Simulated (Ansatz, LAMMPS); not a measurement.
# Charge trapping in amorphous 62SiO2-38GeO2 (mol %) (96 atoms), part 2 of 4

Does an extra electron or hole in amorphous 62SiO2-38GeO2 (mol %) (96 atoms) stay spread out, or do the atoms trap it?

Ansatz 0.2.0; Kohn-Sham DFT, PBE, PAW (set soft_2), plane waves.

The cell: 20 Si, 12 Ge and 64 O. The quench rate of 50 K/ps is many orders above laboratory rates. The network of bonds at the start is that of the classical potential that made the cell. The Brillouin zone is sampled at Γ only, in a cell whose shortest periodic width is 11 Å.

So far. Step 2 (Single point at the start): The r.m.s. force at the start is 0.71 eV/Å. Step 3 (Relaxation): The relaxation converged after 8 steps, 4.91 eV below its start, with a largest force component of 0.013 eV/Å.

**4. Single point at the relaxed geometry**

One more single point at the end of the walk gives the fuller output and checks the residual forces.

input.yaml

```yaml
crystal:
  lattice:
    - [11.3914, 0.0, 0.0]
    - [0.0, 11.3914, 0.0]
    - [0.0, 0.0, 11.3914]
  atoms:
    - { symbol: Si, position: [0.96724, 0.36878, 0.61365] }
    - { symbol: Si, position: [0.51592, 0.68244, 0.6571] }
    - { symbol: Si, position: [0.30316, 0.74134, 0.49331] }
    - { symbol: Si, position: [0.61907, 0.34252, 0.82039] }
    - { symbol: Si, position: [0.45625, 0.69072, 0.05173] }
    - { symbol: Si, position: [0.9727, 0.20139, 0.84215] }
    [... 84 atom lines left out ...]
    - { symbol: O, position: [0.83562, 0.95993, 0.65398] }
    - { symbol: O, position: [0.01629, 0.5523, 0.4212] }
    - { symbol: O, position: [0.84058, 0.79329, 0.06802] }
    - { symbol: O, position: [0.98005, 0.28671, 0.4955] }
    - { symbol: O, position: [0.49668, 0.41693, 0.83758] }
    - { symbol: O, position: [0.81616, 0.68896, 0.49404] }
kpoints:
  mp_grid: { grid: [1, 1, 1] }
hamiltonian:
  xc: pbe
scf:
  occupations: { method: fixed }
output:
  forces: true
  stress: true
  populations: intrinsic
  dos:
    method: { smearing: { sigma: 0.15 } }
    de: 0.1
    projected: { site_lists: { Ge: [Ge], O: [O], Si: [Si] } }
  eigenvalues: true
  write_density: true
  write_potential: true
  volumetric_format: npy
  elf: true
```

Launch:

```bash
$ ansatz run input.yaml --threads 4 --pin off --max-ram 8192MiB --backend cpu --events-out ev --progress --plain --runs-dir out
```

Numbers of over 12 decimals in the logs are rounded to 6 here.

The log of the run:

```text
[...]
Crystal: 96 atoms, lattice volume = 1478.194 Å³
Basis set: ecut = 420 eV, 28887 PW (Γ), exchange–correlation on 160×160×160 points (8 copies of the dense FFT grid, shifted against one another)
Bands: 412, of which v1, the nominal top of the filled ones, is band 316 counted from 1 (315 counted from 0)
Symmetry: 1 space group operations
[...]
k-points: 1
[...]
SCF iter   1: F=—  HF=-100629.551960 eV  |F-HF|=—  |Δ(HF+E_count)|=         —  Δρ=2.19e-3  dr2=9.39e-2  ethr=1.77e-3  ⟨swp⟩=4.0  Hψ=1559  notcnv=0  defer=92
[...]
SCF iter   9: F=-100629.547086 eV  HF=-100629.547086 eV  |F-HF|=2.59e-8  |Δ(HF+E_count)|=   1.76e-8  Δρ=1.96e-6  dr2=5.35e-8  ethr=1.58e-11  ⟨swp⟩=18.0  Hψ=3341  notcnv=0
SCF 1 converged in 9 iterations: F = -100629.547086 eV  dr2 = 5.35e-8
[...]
WARN: The input density's exchange-correlation potential varies sharply where the density is thin. Do not read a vacuum level from v_tot or v_xc, or from such a field of the output density. On a cell that repeats whose density bears no net charge and no dipole along the vacuum's axis use v_es (v_loc + v_h of the components); [...]
SCF converged after 9 iterations
Free energy (F): -100629.547086 eV
[...]
Internal energy: -100629.547086 eV  (E = F + TS)
E sigma→0 (E₀):  -100629.547086 eV
Fermi energy:    1.553009 eV
[...]
--- Forces (eV/Å), atoms counted from 1 ---
  atom   1  Si    -0.00919654     0.00347622     0.01419471
  atom   2  Si     0.00483312     0.00545053     0.00671892
  atom   3  Si     0.00135910    -0.00020296     0.00281664
  atom   4  Si     0.00073129    -0.00315252     0.00153351
  atom   5  Si     0.00380937     0.00014922    -0.01063886
  atom   6  Si    -0.00297319     0.00010677     0.00728449
  atom   7  Si     0.00949925     0.00017936    -0.00679488
  atom   8  Si     0.00007076     0.01090311    -0.00453363
  atom   9  Si     0.00309913    -0.01109060     0.00434345
  atom  10  Si     0.00488821     0.00241531     0.00631223
  atom  11  Si     0.01152041    -0.00231678    -0.00137814
  atom  12  Si    -0.00393718     0.00165859     0.00878072
  atom  13  Si    -0.00176234     0.01298135     0.00005283
  atom  14  Si     0.00051313    -0.00295517    -0.00607614
[...]
atom  95  O     -0.00427848     0.00335083     0.00158904
  atom  96  O     -0.00120512    -0.00059968    -0.00131242
  max |Σ_I F_I| component: 3.08e-5 eV/Å
--- Stress (GPa, compression-positive) ---
       -3.598684      -0.438691      -0.025587
       -0.438691      -4.076163      -0.355479
       -0.025586      -0.355479      -0.774332
  P = ⅓ Tr σ = -2.8164 GPa (-28.164 kbar)
--- Band table (eV) ---
[...]
--- intrinsic populations: 96 sites ---
  site symbol       q [e]
     0     Si      2.2790
     1     Si      2.2471
     2     Si      2.2345
[...]
95      O      6.8356
  spilling = 0.000000 (of n_electrons = 632.000000)
```

Wall time 39 s (4 threads of AMD EPYC 7R43, shared host); peak memory 2.1 GiB; 2.3 min of CPU time.

The program notes that the exchange-correlation potential is rough where the density is thin.

The run gave:

```yaml
free_energy: -100629.5471 eV
free_energy_per_atom: -1048.2244 eV/atom
scf_cycles: 9
pressure: -2.816 GPa
r_m_s_force_component: 0.00435 eV/Å
longest_force: 0.01746 eV/Å
fermi_energy: 1.553 eV
spacing_of_highest_filled_and_lowest_empty_level: 3.549 eV
```

Intrinsic-atomic-orbital charges by element:

```
element  coordination  atoms  mean charge (e)  spread   least    most
     Ge           all     12             1.61  0.0166    1.58    1.63
      O           all     64           -0.849  0.0314  -0.898  -0.776
     Si           all     20             1.75   0.014    1.72    1.78
```

Charge against the make-up of the first shell:

```
Si neighbours of O  atoms  mean charge (e)
                 0      8           -0.787
                 1     32            -0.84
                 2     24           -0.881
```

Density of states as counts of states in windows of 1 eV (from the Fermi level), total and the larger projections:

```
from (eV)  to (eV)  total   O p  Si p
      -10       -9    1.9   1.2   0.0
       -9       -8   18.6  11.4   0.5
       -8       -7   16.6  10.7   0.9
       -7       -6   17.3  11.8   1.4
       -6       -5   32.4  24.2   4.5
       -5       -4   41.0  31.3   4.0
       -4       -3   16.8  13.3   1.5
       -3       -2   63.1  54.6   3.0
       -2       -1   87.3  81.3   1.8
       -1        0   86.9  84.2   0.6
        0        1    2.1   2.1   0.0
        1        3    0.0   0.0   0.0
        3        4    2.0   0.4   0.0
        4        5    7.4   1.7   0.3
```

With fixed occupations the program's Fermi level is the highest filled level; weight inside the gap is the broadening of levels at its edges.

Between -25 and -10 eV lie 248 more states.

The levels nearest the highest filled one (over half full), pooled over k-points and spins:

```
level less the highest filled one (eV)  occupation
                                -0.155           2
                                -0.139           2
                                -0.119           2
                                -0.106           2
                                -0.076           2
                                     0           2
                                  3.55           0
                                  4.50           0
                                  4.59           0
                                  4.68           0
                                  4.97           0
                                  5.19           0
```

Electrostatic potential energy in the ac plane at fractional y = 0.589, with atoms of Si and Ge and O within 0.2 Å of it. With pseudopotentials it is smooth inside the atoms' cores, unlike the true potential.

Ten even steps from '0' (-39 eV) to '9' (9 eV), each cell a mean:
```
99998999999600179999999999976799
99877789999732589999999999999999
98755689998766789999999999999999
98756789998655789999999999999999
98888899998765689999999999999999
89999999999840169999999999889998
99999999999940168899999887889999
99999999999997788886578643478999
98878899999999987850015300147999
86324789999999988872126300147999
72000554699999999998888643478998
73000420289999999999999888899999
65446764699999999999999999999998
12689999999999999999999999999995
45899999999999999999999999999987
89999999999999999988889999998888
89999999999999999753357999998777
89999962379999998610016899998435
89999830059999976610016899986103
99999974489999844664432478777547
99999999999999977888720046434789
99999999999999889999952265223689
99999999999998888999999987545789
99999999999842489999999998864699
```
Columns run along a (11.4 Å; values clipped at the 3rd and 97th percentile), rows up along c (11.4 Å). Atoms in or near the plane, at fractional coordinates: Si at (0.09, 0.54), Si at (0.62, 0.24), Ge at (0.78, 0.62), O at (0.41, 0.97), O at (0.24, 0.23), O at (0.63, 0.62), O at (0.70, 0.13).

Valence density in the ac plane at fractional y = 0.589, with atoms of Si and Ge and O within 0.2 Å of it. It is the smooth field of the valence electrons, not physical close to the nuclei.

Ten steps, logarithmic in the rise over the least value, from '0' (0 e/Å³) to '9' (22 e/Å³), each cell a mean:
```
00011100001467631000000000134320
00111100001356421000000000012110
01233210001123210000000000000000
12343210001112110000000000000000
01222100001134321000000001111000
00010000001256642000000002332100
00000000000256642111110012222100
00000000000123321124432234321000
11110000000001111246764489731000
12211111100000000136653489731000
11101345420000000012321234310000
22112456531000000000000011110001
44321245420000000000000001100012
65321111100000000000000000000024
54310000000000000000000000000023
22100000000000000001110000000112
10000012210000000011111000001222
20000246531000011111111000013554
21001257642000234321122210014665
10000235431001355422345532123443
00000011110001233211357753343221
00000000000001111100246543453210
00001000000122210000012212333210
00011100001355421000000001244320
```
Columns run along a (11.4 Å), rows up along c (11.4 Å). Atoms in or near the plane, at fractional coordinates: Si at (0.09, 0.54), Si at (0.62, 0.24), Ge at (0.78, 0.62), O at (0.41, 0.97), O at (0.24, 0.23), O at (0.63, 0.62), O at (0.70, 0.13).

Between filled and empty levels lie 3.55 eV (at Γ alone); a semilocal functional tends to put such gaps too low. In a disordered cell it changes from sample to sample, and tail or defect levels can set it. Mean intrinsic-atomic-orbital charges: Ge +1.61, O -0.85, Si +1.75 e. The charge on O changes by -0.045 e for each Si neighbour that takes the place of another kind, on average.

**5. An extra electron, atoms held**

The electron count changes by one with the atoms held: a vertical process, on a uniform background, with spin and a narrow Fermi–Dirac smearing. Its energy against the neutral cell hangs on the program's zero of potential.

input.yaml

```yaml
crystal:
  lattice:
    - [11.3914, 0.0, 0.0]
    - [0.0, 11.3914, 0.0]
    - [0.0, 0.0, 11.3914]
  atoms:
    [... the 96 atom lines of step 4 ...]
total_charge: -1
kpoints:
  mp_grid: { grid: [1, 1, 1] }
hamiltonian:
  xc: pbe
scf:
  occupations: { method: fermi_dirac, width: 0.01 }
  lower_state_search: "off"
output:
  forces: true
  stress: true
  populations: intrinsic
  dos:
    method: { smearing: { sigma: 0.08 } }
    de: 0.1
    projected: { site_lists: { Ge: [Ge], O: [O], Si: [Si] } }
  eigenvalues: true
  write_density: true
  write_potential: true
  volumetric_format: npy
magnetization:
  spin_polarized: true
  initial_magnetization: 1
```

The log of the run:

```text
[...]
Crystal: 96 atoms, lattice volume = 1478.194 Å³
Basis set: ecut = 420 eV, 28887 PW (Γ), exchange–correlation on 160×160×160 points (8 copies of the dense FFT grid, shifted against one another)
Bands: 413, of which v1, the nominal top of the filled ones, is band 317 counted from 1 (316 counted from 0)
Symmetry: 1 space group operations
[...]
k-points: 1
[...]
Starting moments: Σ|m| = 1 μB on 96 of 96 sites
[...]
SCF iter   1: F=—  HF=-100664.304142 eV  |F-HF|=—  |Δ(HF+E_count)|=         —  Δρ=5.12e-2 (↑5.03e-2 ↓5.12e-2)  dr2=1.35e2  dr2_m=5.94e-2  M=1.000 μB ∫|m|=1.056 μB  β_m=1.00  ethr=3.10e-3  ⟨swp⟩=6.0  Hψ=3306  notcnv=0  defer=120
[...]
spin=Collinear: Resta preconditioning applied to the charge; magnetization (m = ρ↑ − ρ↓) channel mixes plain (no charge-response kernel on spin).
SCF iter   2: F=—  HF=-100633.280253 eV  |F-HF|=—  |Δ(HF+E_count)|=         —  Δρ=2.66e-2 (↑2.65e-2 ↓2.66e-2)  dr2=3.53e1  dr2_m=2.22e-3  M=0.996 μB ∫|m|=1.086 μB  β_m=0.30  ethr=3.10e-3  ⟨swp⟩=2.0  Hψ=1432  notcnv=0  defer=182
[...]
SCF iter   8: F=—  HF=-100624.388465 eV  |F-HF|=—  |Δ(HF+E_count)|=   3.15e-3  Δρ=2.71e-4 (↑2.71e-4 ↓2.68e-4)  dr2=1.20e-3  dr2_m=7.51e-4  M=0.918 μB ∫|m|=1.007 μB  β_m=0.30  ethr=8.03e-7  ⟨swp⟩=2.0  Hψ=1300  notcnv=0  defer=176
[...]
spin-set hold released at iteration 8 (site moments contracting): the magnetisation degrees of freedom join the quasi-Newton model from the next iteration; the mixer history was flushed
SCF iter   9: F=—  HF=-100624.389137 eV  |F-HF|=—  |Δ(HF+E_count)|=   6.72e-4  Δρ=2.06e-4 (↑2.06e-4 ↓1.97e-4)  dr2=6.56e-4  dr2_m=4.40e-4  M=0.912 μB ∫|m|=1.001 μB  β_m=0.65  ethr=1.89e-7  ⟨swp⟩=1.5  Hψ=913  notcnv=0  defer=176
[...]
SCF iter  16: F=-100624.390023 eV  HF=-100624.390023 eV  |F-HF|=5.97e-10  |Δ(HF+E_count)|=   2.43e-9  Δρ=1.78e-7 (↑1.78e-7 ↓1.59e-7)  dr2=1.29e-9  dr2_m=1.79e-10  M=0.879 μB ∫|m|=0.965 μB  ethr=2.38e-12  ⟨swp⟩=5.0  Hψ=4115  notcnv=0
SCF 1 converged in 16 iterations: F = -100624.390023 eV  dr2 = 1.29e-9
[...]
SCF converged after 16 iterations
Magnetization: 0.8792 μB (316.9396 up, 316.0604 down)
Absolute magnetization: 0.9321 μB (∫|ρ↑−ρ↓|, with the PAW one-centre terms)
[...]
Per-site moments (μB) at R_I (Å): [(0.00146338, 0.678653), (0.00145953, 0.669352), (0.0012204, 0.679004), (0.000954188, 0.668959), (0.00102299, 0.671752), [...]
Free energy (F): -100624.390023 eV
[...]
Internal energy: -100624.385461 eV  (E = F + TS)
E sigma→0 (E₀):  -100624.387742 eV
Entropy (-TS):   -0.004562 eV (-0.048 meV/atom)
Fermi energy:    5.232536 eV
[...]
--- Forces (eV/Å), atoms counted from 1 ---
  atom   1  Si    -0.07590688    -0.01920871    -0.00142060
  atom   2  Si     0.10441629     0.07287245     0.00430447
  atom   3  Si    -0.01683758     0.13424895    -0.22574154
  atom   4  Si     0.04724664    -0.12712677     0.13954401
  atom   5  Si    -0.08453713     0.21199748     0.03333961
  atom   6  Si     0.18754937    -0.08504320     0.10502535
  atom   7  Si     0.02088371    -0.18790590    -0.27575960
  atom   8  Si     0.08775408     0.08214600    -0.15040714
  atom   9  Si     0.02972272    -0.06722279     0.18233414
  atom  10  Si     0.02811269     0.01956532     0.16780322
  atom  11  Si    -0.01846439     0.01430076     0.08056754
  atom  12  Si    -0.05058392    -0.02291084    -0.00042338
  atom  13  Si    -0.07828966     0.05885311     0.13924044
  atom  14  Si     0.10000267    -0.23866976    -0.13204980
[...]
atom  95  O     -0.02436587     0.03443973    -0.02886340
  atom  96  O      0.00858898     0.04944915    -0.06753218
  max |Σ_I F_I| component: 1.97e-5 eV/Å
--- Stress (GPa, compression-positive) ---
       -2.812015      -0.446684      -0.035439
       -0.446684      -3.216194      -0.349278
       -0.035439      -0.349278      -0.097785
  P = ⅓ Tr σ = -2.0420 GPa (-20.420 kbar)
--- Band table (eV) ---
[...]
--- intrinsic populations: 96 sites ---
  site symbol       q [e]    m [muB]
     0     Si      2.2912     0.0080
     1     Si      2.2607     0.0084
     2     Si      2.2472     0.0072
[...]
95      O      6.8394     0.0034
  spilling = -0.000000 (of n_electrons = 633.000000)
```

The job ended after 95 s (4 threads; peak memory 3.5 GiB).

An extra electron, atoms held: the energy stands 5.16 eV above that of the reference, with a moment of 0.88 μB.

The levels nearest the highest filled one (over half full), pooled over k-points and spins:

```
level less the highest filled one (eV)  occupation
                                 -3.66           1
                                 -3.63           1
                                 -3.62           1
                                     0        0.94
                                0.0549        0.06
                                 0.938           0
                                 0.992           0
                                  1.07           0
```

Spin density in the ac plane at fractional y = 0.589, with atoms of Si and Ge and O within 0.2 Å of it.

Values in units of 1e-2 e/Å³, 13 rows by 16 columns, each cell a mean:
```
0.0 0.1 0.1 0.0 0.0 0.0 0.1 0.0 0.0 0.0 0.0 0.0 0.0 0.0 0.1 0.0
0.0 0.0 0.1 0.1 0.0 0.0 0.0 0.0 0.0 0.0 0.0 0.0 0.0 0.0 0.0 0.0
0.0 0.0 0.0 0.0 0.0 0.0 0.0 0.0 0.0 0.0 0.0 0.0 0.0 0.0 0.0 0.1
0.0 0.0 0.0 0.0 0.0 0.0 0.0 0.1 0.0 0.0 0.0 0.1 0.2 0.0 0.0 0.0
0.0 0.0 0.0 0.0 0.0 0.0 0.0 0.0 0.1 0.0 0.8 0.2 0.0 0.3 0.1 0.0
0.0 0.0 0.0 0.0 0.0 0.0 0.0 0.0 0.1 0.0 0.2 0.2 0.3 0.4 0.1 0.0
0.0 0.0 0.0 0.0 0.0 0.0 0.0 0.0 0.0 0.0 0.0 0.1 0.1 0.0 0.0 0.0
0.1 0.0 0.0 0.0 0.0 0.0 0.0 0.0 0.0 0.0 0.0 0.0 0.0 0.0 0.0 0.0
0.0 0.0 0.0 0.0 0.0 0.0 0.0 0.0 0.0 0.0 0.0 0.0 0.0 0.0 0.1 0.0
0.0 0.0 0.0 0.5 0.1 0.0 0.0 0.0 0.0 0.0 0.0 0.0 0.0 0.0 0.0 0.0
0.0 0.0 0.0 1.7 0.7 0.0 0.0 0.0 0.0 0.0 0.0 0.1 0.0 0.0 0.1 0.1
0.0 0.0 0.0 0.0 0.0 0.0 0.0 0.0 0.0 0.0 0.0 0.4 0.1 0.2 0.1 0.1
0.0 0.0 0.0 0.0 0.0 0.0 0.0 0.0 0.0 0.0 0.0 0.0 0.0 0.1 0.1 0.0
```
Columns run along a (11.4 Å), rows up along c (11.4 Å). Atoms in or near the plane, at fractional coordinates: Si at (0.09, 0.54), Si at (0.62, 0.24), Ge at (0.78, 0.62), O at (0.41, 0.97), O at (0.24, 0.23), O at (0.63, 0.62), O at (0.70, 0.13).

[end of part 2 of 4]

[Logs are printed without paths, hosts, clocks, repeated set-up lines and the standing remarks that a program may print on its own settings, such as how far it seeks lower states.]

[Hosts, paths, dates, database ids (printed as entryN), source tags and the programs' standing remarks are cut or masked in the printed files.]
